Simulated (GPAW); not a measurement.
## STM contrast on Nb2COS MXene monolayer

What would a tunnelling microscope show on Nb2COS MXene monolayer?

Method: GPAW, PAW setups; layer in a repeated cell with vacuum, relaxation of atoms and in-plane cell, in the first sound run; inputs show where later runs differ, in GPAW 26.7.0.

## (1) The structure

The cell holds 5 atoms: 1 S, 2 Nb, 1 C and 1 O. Its edges and angles: a = 3.151 Å, b = 3.151 Å, c = 21.359 Å, α = 90.0°, β = 90.0°, γ = 120.0°. Vacuum lies along c.

## (2) Relaxation

Forces are removed first; all later runs use this geometry.

File run.py:

```python
import json
import numpy as np
from ase import Atoms
from ase.filters import FrechetCellFilter
from ase.optimize import BFGS
from gpaw import GPAW, PW

slab = Atoms(
    ['S', 'Nb', 'C', 'Nb', 'O'],
    positions=[
        [-0.00000, 1.81899, 8.00000],
        [1.57529, 0.90949, 9.75270],
        [0.00000, 0.00000, 10.99584],
        [-0.00000, 1.81899, 12.23897],
        [1.57529, 0.90949, 13.35870]],
    cell=[[3.15058, 0.0, 0.0], [-1.57529, 2.72848, 0.0], [0.0, 0.0, 21.3587]],
    pbc=[True, True, True])

slab.calc = GPAW(mode=PW(600), xc='PBE', kpts={'size': (12, 12, 1), 'gamma': True},
                 occupations={'name': 'fermi-dirac', 'width': 0.05}, nbands='160%',
                 convergence={'density': 1e-05}, maxiter=200,
                 symmetry={'tolerance': 1e-3}, txt='slab.txt')
result = {}
# The in-plane cell is free; stress needs a cell that repeats along all three vectors
path = []
opt = BFGS(FrechetCellFilter(slab, mask=[1, 1, 0, 0, 0, 1]), maxstep=0.2)
opt.attach(lambda: path.append((slab.get_potential_energy(), slab.positions.tolist(), slab.get_forces().tolist())))
result['relaxed'] = bool(opt.run(fmax=0.02, steps=45))
result['path'] = path
result['cell'] = slab.cell.tolist()
print('in-plane lattice', slab.cell.cellpar().round(4)[[0, 1, 5]])
energy = slab.get_potential_energy()
fermi = slab.calc.get_fermi_level()
v = slab.calc.get_electrostatic_potential().mean((0, 1)) - fermi
n = slab.calc.get_pseudo_density().mean((0, 1))
L = slab.cell[2, 2]
z = np.arange(len(v)) * L / len(v)
low, high = slab.positions[:, 2].min(), slab.positions[:, 2].max()
below, above = np.interp([low - 5.8, high + 5.8], z, v)
slopes = [np.interp(x, z, np.gradient(v, z)) for x in (low - 5.8, high + 5.8)]
eps = np.array([[slab.calc.get_eigenvalues(k, s) for k in range(len(slab.calc.get_ibz_k_points()))]
                for s in range(slab.calc.get_number_of_spins())]) - fermi
top, bottom = eps[eps < 0].max(), eps[eps > 0].min()
dipole = slab.get_dipole_moment()[2]
print(f'energy {energy:.4f} eV, Fermi level {fermi:.4f} eV, dipole {dipole:.5f} e A')
print(f'potential 5.8 A off the faces, from the Fermi level: lower {below:.4f} eV, upper {above:.4f} eV')
print(f'slope of the potential there: lower {slopes[0]:.5f}, upper {slopes[1]:.5f} eV/A')
print(f'nearest levels on the mesh: {top:.4f} and {bottom:.4f} eV')
print('magnetic moment', round(slab.get_magnetic_moment(), 3))
result.update(energy=energy, fermi=fermi, dipole=dipole, below=below, above=above, slopes=slopes, edges=[top, bottom],
              z=z.tolist(), v=v.tolist(), n=n.tolist(), positions=slab.positions.tolist(),
              forces=slab.get_forces(apply_constraint=False).tolist(), moments=slab.get_magnetic_moments().tolist())
json.dump(result, open('result.json', 'w'))
```

The run is started by

```console
$ OMP_NUM_THREADS=1 OPENBLAS_NUM_THREADS=1 python run.py
```

The program printed:

```text
Step          Energy          fmax
BFGS:    0      -45.460385        0.954718
BFGS:    1      -45.488988        0.643945
BFGS:    2      -45.510434        0.375374
BFGS:    3      -45.517454        0.397583
BFGS:    4      -45.538655        0.257878
BFGS:    5      -45.543456        0.130664
BFGS:    6      -45.546040        0.089270
BFGS:    7      -45.547678        0.079290
BFGS:    8      -45.548910        0.059604
BFGS:    9      -45.549351        0.030858
BFGS:   10      -45.549507        0.020601
BFGS:   11      -45.549515        0.010381
in-plane lattice [  3.182   3.182 120.   ]
energy -45.5409 eV, Fermi level 0.0071 eV, dipole -0.00813 e A
potential 5.8 A off the faces, from the Fermi level: lower 5.5132 eV, upper 5.5486 eV
slope of the potential there: lower -0.00784, upper -0.00756 eV/A
nearest levels on the mesh: -0.0332 and 0.0228 eV
magnetic moment 0.0
```

Wall time 13 min (1 thread of Intel Xeon Platinum 8375C at 2.90GHz (Ice Lake), shared host); peak memory 0.79 GiB.

This step gave:

```
dipole along the normal                    : -0.008126 e·Å
levels nearest the Fermi level on the mesh : -0.03316, 0.02276 eV from the Fermi level
```

The electrostatic potential energy of an electron (without an applied field's), less the Fermi level, planar mean oscillates, so the rows of the table below give means over windows of 1 Å about each position, cut where the curve ends. Its maxima inside the range that stand out by 2 % of the span (Å: eV): 8.8: -5.06, 10.6: -8.41, 11.4: -8.67, 13.0: -11.0. Its minima: 8.1: -18.7, 9.7: -23.0, 11.0: -12.2, 12.2: -23.5, 13.2: -11.9.

The electrostatic potential energy of an electron (without an applied field's), less the Fermi level, planar mean by z; means over each step:

z (Å), electrostatic potential energy of an electron (without an applied field's), less the Fermi level, planar mean (eV) and a bar from the least value:
```
        0        5.5 ##############################
        1        5.5 ##############################
        2        5.5 ##############################
        3        5.5 ##############################
        4        5.5 ##############################
        5        5.5 ##############################
        6        5.4 ##############################
        7        3.1 ###########################
        8      -12.5 #######
        9       -9.1 ###########
       10      -17.6 #
       11      -10.0 ##########
       12      -18.1 
       13      -12.2 ########
       14        2.5 ##########################
       15        5.5 ##############################
       16        5.6 ##############################
       17        5.6 ##############################
       18        5.6 ##############################
       19        5.5 ##############################
       20        5.5 ##############################
       21        5.5 ##############################
```

The pseudo valence density, planar mean by z:

```csv
z (Å),"pseudo valence density, planar mean (e/Å³)"
4.5,3.5e-5
5.0,1.6e-4
5.5,7.6e-4
6.0,0.00367
6.5,0.0182
7.0,0.0889
7.5,0.313
8.0,0.392
8.5,0.486
9.0,0.455
9.5,1.05
10.0,1.12
10.5,0.576
11.0,0.560
11.5,0.578
12.0,1.13
12.5,1.11
13.0,0.823
13.5,0.690
14.0,0.143
14.5,0.0219
15.0,0.00356
15.5,6.1e-4
16.0,1.1e-4
```

The relaxation lowered the energy of the cell by 0.0884 eV (energies extrapolated to zero smearing; the optimiser's log prints free energies). The largest force left on a free atom is 0.010 eV/Å.

## (3) The slab's potential

With the geometry fixed, the planar mean of the potential gives the vacuum level on each side.

This step: GPAW, PAW setups; slab in vacuum (GPAW 26.7.0).

The cell differs from the one that the last finished run ended in (c 21.359 → 21.181 Å).

File run.py:

```python
import json
import numpy as np
from ase import Atoms
from ase.dft.stm import STM
from gpaw import GPAW, PW

slab = Atoms(
    ['S', 'Nb', 'C', 'Nb', 'O'],
    positions=[
        [-0.00000, 1.83713, 8.00000],
        [1.59100, 0.91856, 9.66956],
        [0.00000, -0.00000, 10.90410],
        [-0.00000, 1.83713, 12.13914],
        [1.59100, 0.91856, 13.18131]],
    cell=[[3.182, -0.0, 0.0], [-1.591, 2.75569, 0.0], [0.0, 0.0, 21.1813]],
    pbc=[True, True, False])

slab.calc = GPAW(mode=PW(500), xc='PBE', kpts={'size': (12, 12, 1), 'gamma': True},
                 occupations={'name': 'fermi-dirac', 'width': 0.05}, nbands='160%',
                 convergence={'density': 1e-05}, maxiter=200,
                 poissonsolver={'dipolelayer': 'xy'},
                 symmetry={'tolerance': 1e-3}, txt='slab.txt')
result = {}
energy = slab.get_potential_energy()
fermi = slab.calc.get_fermi_level()
v = slab.calc.get_electrostatic_potential().mean((0, 1)) - fermi
n = slab.calc.get_pseudo_density().mean((0, 1))
L = slab.cell[2, 2]
z = np.arange(len(v)) * L / len(v)
low, high = slab.positions[:, 2].min(), slab.positions[:, 2].max()
below, above = np.interp([low - 5.8, high + 5.8], z, v)
slopes = [np.interp(x, z, np.gradient(v, z)) for x in (low - 5.8, high + 5.8)]
eps = np.array([[slab.calc.get_eigenvalues(k, s) for k in range(len(slab.calc.get_ibz_k_points()))]
                for s in range(slab.calc.get_number_of_spins())]) - fermi
top, bottom = eps[eps < 0].max(), eps[eps > 0].min()
dipole = slab.get_dipole_moment()[2]
print(f'energy {energy:.4f} eV, Fermi level {fermi:.4f} eV, dipole {dipole:.5f} e A')
print(f'potential 5.8 A off the faces, from the Fermi level: lower {below:.4f} eV, upper {above:.4f} eV')
print(f'slope of the potential there: lower {slopes[0]:.5f}, upper {slopes[1]:.5f} eV/A')
print(f'nearest levels on the mesh: {top:.4f} and {bottom:.4f} eV')
print('magnetic moment', round(slab.get_magnetic_moment(), 3))
result.update(energy=energy, fermi=fermi, dipole=dipole, below=below, above=above, slopes=slopes, edges=[top, bottom],
              z=z.tolist(), v=v.tolist(), n=n.tolist(), positions=slab.positions.tolist(),
              forces=slab.get_forces(apply_constraint=False).tolist(), moments=slab.get_magnetic_moments().tolist())

# Images need the states of the whole zone, up to time reversal
slab.calc = slab.calc.fixed_density(symmetry={'point_group': False}, txt='states.txt', nbands='220%',
                                    convergence={'bands': 'CBM+0.8'})
stm = STM(slab)
result['stm'] = []
for bias in [-0.5, 0.5]:
    height = high + 3.0
    current = stm.get_averaged_current(bias, height)
    x, y, h = stm.scan(bias, current)
    i, f = divmod(height / L * stm.ldos.shape[2], 1)
    I = abs((1 - f) * stm.ldos[:, :, int(i)] + f * stm.ldos[:, :, int(i) + 1])
    print(f'bias {bias} V: mean current at 3.0 A {current:.4e}, corrugation {np.ptp(h):.4f} A')
    result['stm'].append(dict(bias=bias, current=current, h=(h - high).tolist(), I=I.tolist()))
json.dump(result, open('result.json', 'w'))
```

The program printed:

```text
energy -45.1847 eV, Fermi level 0.0547 eV, dipole -0.00548 e A
potential 5.8 A off the faces, from the Fermi level: lower 5.4796 eV, upper 5.5820 eV
slope of the potential there: lower -0.00089, upper -0.00045 eV/A
nearest levels on the mesh: -0.0332 and 0.0227 eV
magnetic moment 0.0
bias -0.5 V: mean current at 3.0 A 1.0277e-06, corrugation 0.2410 A
bias 0.5 V: mean current at 3.0 A 2.9811e-06, corrugation 0.2572 A
```

It took 3.9 min on 1 thread; peak memory 0.69 GiB.

Numbers from this step:

```
dipole along the normal                    : -0.005484 e·Å
levels nearest the Fermi level on the mesh : -0.03323, 0.02270 eV from the Fermi level
upper work function                        : 5.582 eV
lower work function                        : 5.480 eV
corrugation -0.5                           : 0.2410 Å
corrugation 0.5                            : 0.2572 Å
```

The electrostatic potential energy of an electron (without an applied field's), less the Fermi level, planar mean oscillates, so the rows of the table below give means over windows of 1 Å about each position, cut where the curve ends. Its maxima inside the range that stand out by 2 % of the span (Å: eV): 8.7: -5.07, 10.5: -8.41, 11.3: -8.64, 12.9: -11.0. Its minima: 8.0: -18.6, 9.6: -23.0, 10.9: -12.2, 12.1: -23.5, 13.1: -11.9.

The electrostatic potential energy of an electron (without an applied field's), less the Fermi level, planar mean by z; means over each step:

z (Å), electrostatic potential energy of an electron (without an applied field's), less the Fermi level, planar mean (eV) and a bar from the least value:
```
        0        5.5 ##############################
        1        5.5 ##############################
        2        5.5 ##############################
        3        5.5 ##############################
        4        5.5 ##############################
        5        5.5 ##############################
        6        5.3 ##############################
        7        2.4 ##########################
        8      -12.9 #######
        9      -10.2 ###########
       10      -16.5 ###
       11      -10.1 ###########
       12      -18.9 
       13      -10.9 ##########
       14        3.3 ###########################
       15        5.5 ##############################
       16        5.6 ##############################
       17        5.6 ##############################
       18        5.6 ##############################
       19        5.6 ##############################
       20        5.6 ##############################
       21        5.6 ##############################
```

Pseudo valence density, planar mean against z:

```csv
z (Å),"pseudo valence density, planar mean (e/Å³)"
0.00,0
0.57,0
1.13,0
1.70,0
2.27,0
2.84,0
3.40,1.7e-6
3.97,9.4e-6
4.54,5.0e-5
5.11,2.9e-4
5.67,0.00171
6.24,0.0105
6.81,0.0651
7.38,0.295
7.94,0.387
8.51,0.475
9.08,0.536
9.65,1.37
10.21,0.667
10.78,0.558
11.35,0.562
11.91,1.15
12.48,0.987
13.05,0.886
13.62,0.406
14.18,0.0496
14.75,0.00604
15.32,8.0e-4
15.89,1.1e-4
16.45,1.6e-5
17.02,3.2e-6
17.59,0
18.16,0
18.72,0
19.29,0
19.86,0
20.42,0
20.99,0
```

Tip height over the top atom over a1 and a2. Sample bias -0.5 V, constant current at the mean current 3.0 Å over the top atom.

Values in Å, 12 rows by 16 columns, each cell a mean:
```
2.90 2.93 2.94 2.95 2.96 3.00 3.01 3.00 3.01 3.01 2.99 2.96 2.95 2.95 2.92 2.90
2.95 2.95 2.93 2.93 2.95 2.96 2.96 2.96 2.97 2.96 2.94 2.93 2.94 2.96 2.96 2.96
2.98 2.96 2.95 2.94 2.93 2.91 2.89 2.91 2.94 2.94 2.95 2.96 2.98 3.00 3.01 3.00
3.01 3.00 2.97 2.94 2.91 2.89 2.89 2.91 2.95 2.98 3.00 3.01 3.02 3.03 3.03 3.02
3.03 3.01 2.97 2.92 2.90 2.90 2.90 2.95 3.00 3.02 3.05 3.06 3.06 3.06 3.06 3.05
3.02 3.01 2.98 2.94 2.93 2.94 2.97 3.00 3.02 3.04 3.07 3.09 3.09 3.09 3.08 3.04
3.03 3.01 2.97 2.94 2.95 2.99 3.02 3.03 3.05 3.09 3.11 3.11 3.11 3.11 3.08 3.04
3.02 2.98 2.94 2.93 2.96 3.00 3.04 3.06 3.09 3.11 3.11 3.11 3.11 3.11 3.08 3.05
2.98 2.95 2.94 2.95 2.98 3.01 3.04 3.07 3.11 3.11 3.11 3.11 3.10 3.08 3.05 3.02
2.97 2.95 2.95 2.97 3.00 3.03 3.04 3.07 3.10 3.11 3.11 3.10 3.07 3.04 3.03 3.00
2.92 2.91 2.95 2.99 3.01 3.02 3.04 3.06 3.06 3.06 3.06 3.05 3.03 3.02 3.00 2.97
2.88 2.90 2.94 2.98 2.99 3.01 3.04 3.03 3.02 3.03 3.04 3.02 2.99 2.98 2.95 2.90
```
Columns: a1 from 0 to 0.944; rows upwards: a2 from 0 to 0.944.

Local density of states summed over the bias window over a1 and a2. Sample bias -0.5 V, constant height 3.0 Å over the top atom.

Ten even steps from '_' (0.80 × 1e-6 arbitrary) to '@' (1.33 × 1e-6 arbitrary):
```
____....::--==++++++++==--::....____
......__..::----------::..__........
::..______............______..::----
::::..__________________..::::==++==
----::..____________..::----==++++==
++==--..__________..--==++++******++
**++--..________..--++**************
++++--..______..--++++**##########**
++++--..____..--++++**##%%%%%%%%##**
++++--..__..--++++**##@@@@@@@@@@##**
**==::____::==****##@@@@@@@@@@@@##**
++--..__..--++**##%%@@@@@@@@@@%%##**
--::____::--++**##%%@@@@@@@@%%##**++
::......::==****##%%@@@@@@%%##****==
::....::==++****##%%@@@@%%##****++==
..__..--++++****##########****++++--
____..--====++************++====--..
____..::::--++**++++++**++--::::..__
```
Columns: a1 from 0 to 0.944; rows upwards: a2 from 0 to 0.944.

Tip height over the top atom over a1 and a2. Sample bias 0.5 V, constant current at the mean current 3.0 Å over the top atom.

Ten even steps from '_' (2.86 Å) to '@' (3.12 Å):
```
__::----====++++++++++++====----::__
------::----==++==++==----::--------
==--::::::------------::::::--======
====--::::--::..::--::::--====++++++
++==------::____::------==++++++++++
**++==--::______::--==++************
**++++--..____..--++++**############
**++==--::::::--==++**##%%%%%%%%%%##
**++++--------++++****%%@@@@@@@@%%**
**++==--::--==++****%%@@@@@@@@@@%%**
**++--::::--++**##%%@@@@@@@@@@@@%%##
**==--::--==**##%%@@@@@@@@@@@@@@%%##
++==::::==++**##%%@@@@@@@@@@@@%%##**
==------==++**##%%@@@@@@@@@@%%##**++
==----==++++**##%%@@@@@@@@%%##**++++
--::--==++++**##%%%%%%%%%%##**++++==
____--==++++**####****####**++++==--
____--====++**************++====--__
```
Columns: a1 from 0 to 0.944; rows upwards: a2 from 0 to 0.944.

Local density of states summed over the bias window over a1 and a2. Sample bias 0.5 V, constant height 3.0 Å over the top atom.

Ten even steps from '0' (2.36 × 1e-6 arbitrary) to '9' (3.80 × 1e-6 arbitrary):
```
001123454454321100
111112333332111112
211001222210011233
321000111000123444
432100000012344444
543210001234555555
653210012356666666
543210123456677766
543200234567888876
553101355679999976
642002466799999976
531013566899999866
421124567899998765
311134567899987654
211244567899876544
101344566777665443
002344566666654432
001234565556543210
```
Columns: a1 from 0 to 0.944; rows upwards: a2 from 0 to 0.944.

The potential is flat to 8.9e-4 eV/Å where it is read, so the vacuum is wide enough.

## (4) Results

* work function, upper and lower face: 5.582 and 5.480 eV
* dipole along the normal: -0.00548 e Å
* corrugation at -0.5 V: 0.241 Å
* corrugation at 0.5 V: 0.257 Å

In words: The tip height varies by 0.24 to 0.26 Å over the cell, much the same at every bias tried. Negative sample bias images filled states, positive bias empty ones. The two faces differ by 0.10 eV, the step that the slab's dipole makes (e p/(ε0 A) gives 0.11 eV), so the dipole layer is needed. The images are of Tersoff-Hamann type: an s-wave tip, no tip-sample forces, heights closer than in a microscope. The relaxation of atoms and cell ran in a fully periodic cell without the dipole layer, so the atoms of this polar layer felt a small spurious field. The layer's cell and atoms come from the relaxation; spin-orbit coupling and temperature are left out.

[Logs are printed without paths, hosts, clocks, repeated set-up lines and the standing remarks that a program may print on its own settings, such as how far it seeks lower states.]

[Hosts, paths, dates, database ids (printed as entryN), source tags and the programs' standing remarks are cut or masked in the printed files.]
